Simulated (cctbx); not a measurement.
# Reading a Patterson map

Space group Pnma (no. 62), a = 10.5260 Å, b = 4.2740 Å, c = 18.3310 Å, α = 90.00°, β = 90.00°, γ = 90.00°, content Bi4 Sb12 Ga4 K4.

Simulated single-crystal data (cctbx): synchrotron X-rays, λ = 0.6889 Å, to d = 0.6 Å, 95 % of the full sphere, strongest reflection 5000 counts, noise from counting, a 3 % proportional error and a noise floor of 8 counts (s.d.); no absorption.

Patterson synthesis, origin scaled to 1000:

```text
Patterson group P m m m
      u       v       w   height  length (A)
  0.000   0.000   0.000   1000.0     0.00
  0.500   0.000   0.048    221.7     5.34
  0.270   0.500   0.500    219.8     9.83
  0.146   0.500   0.500    184.3     9.54
  0.243   0.500   0.353    177.4     7.28
  0.280   0.500   0.123    169.0     4.28
  0.028   0.000   0.477    152.1     8.76
  0.439   0.000   0.378    149.2     8.32
  0.062   0.000   0.328    148.4     6.05
  0.210   0.500   0.171    141.9     4.39
  0.500   0.000   0.000    140.1     5.26
  0.178   0.500   0.023    139.2     2.88
  0.313   0.500   0.023    133.7     3.95
  0.085   0.500   0.326    133.5     6.41
```

Q: Assign the vectors.

A peak at u stands for all pairs with xi − xj = u, with weight Σ ZiZj against Σ Z² = 64056 at the origin. Peak heights follow these weights only roughly, since form factors, motion and series ripples differ, all vectors within 0.55 Å of a peak are counted as merged into it though the farther ones add only part of their weight, and F(000) is left out, which lowers the whole map:

| u | v | w | shortest length (Å) | height | 1000 ΣZiZj/ΣZ² | pairs in the cell |
| --- | --- | --- | --- | --- | --- | --- |
| 0.500 | 0.000 | 0.048 | 5.34 | 222 | 215 | 2 × Bi–Bi |
| 0.270 | 0.500 | 0.500 | 9.83 | 220 | 215 | 2 × Bi–Bi |
| 0.146 | 0.500 | 0.500 | 9.54 | 184 | 204 | 4 × Sb–Sb, 2 × Ga–Ga, 2 × K–K |
| 0.243 | 0.500 | 0.353 | 7.28 | 177 | 243 | 4 × Sb–Sb, 2 × Bi–Ga |
| 0.280 | 0.500 | 0.123 | 4.28 | 169 | 231 | 2 × Bi–Sb, 4 × Sb–Ga |
| 0.028 | 0.000 | 0.477 | 8.75 | 152 | 231 | 2 × Bi–Sb, 4 × Sb–Ga |
| 0.439 | 0.000 | 0.378 | 8.33 | 149 | 182 | 2 × Bi–Sb, 2 × Sb–Ga |
| 0.062 | 0.000 | 0.328 | 6.05 | 148 | 132 | 2 × Bi–Sb |
| 0.210 | 0.500 | 0.171 | 4.39 | 142 | 132 | 2 × Bi–Sb |
| 0.500 | 0.000 | 0.000 | 5.26 | 140 | 162 | 4 × Sb–Sb |

The table stops at ten peaks or at a height of 45, below which ripples compete. In the model behind the data Bi, the heaviest element, has 1 independent site: (0.6147, 1/4, 0.7743), up to an allowed shift of origin; the Bi–Bi vectors are differences of these positions and their symmetry mates. The whole model:

```csv
atom,mult.,x,y,z,Ueq (Å²)
Bi1,4,0.6147,1/4,0.7743,0.0197
Sb1,4,0.0695,1/4,0.2501,0.0214
Sb2,4,0.4669,1/4,0.5518,0.0189
Sb3,4,0.1746,1/4,0.3971,0.0121
Ga1,4,0.6789,1/4,0.6284,0.0241
K1,4,0.8188,1/4,0.4325,0.0273
```

This is a model crystal, built by substitution and not relaxed, with assumed displacement parameters.

[Logs are printed without paths, hosts, clocks, repeated set-up lines and the standing remarks that a program may print on its own settings, such as how far it seeks lower states.]
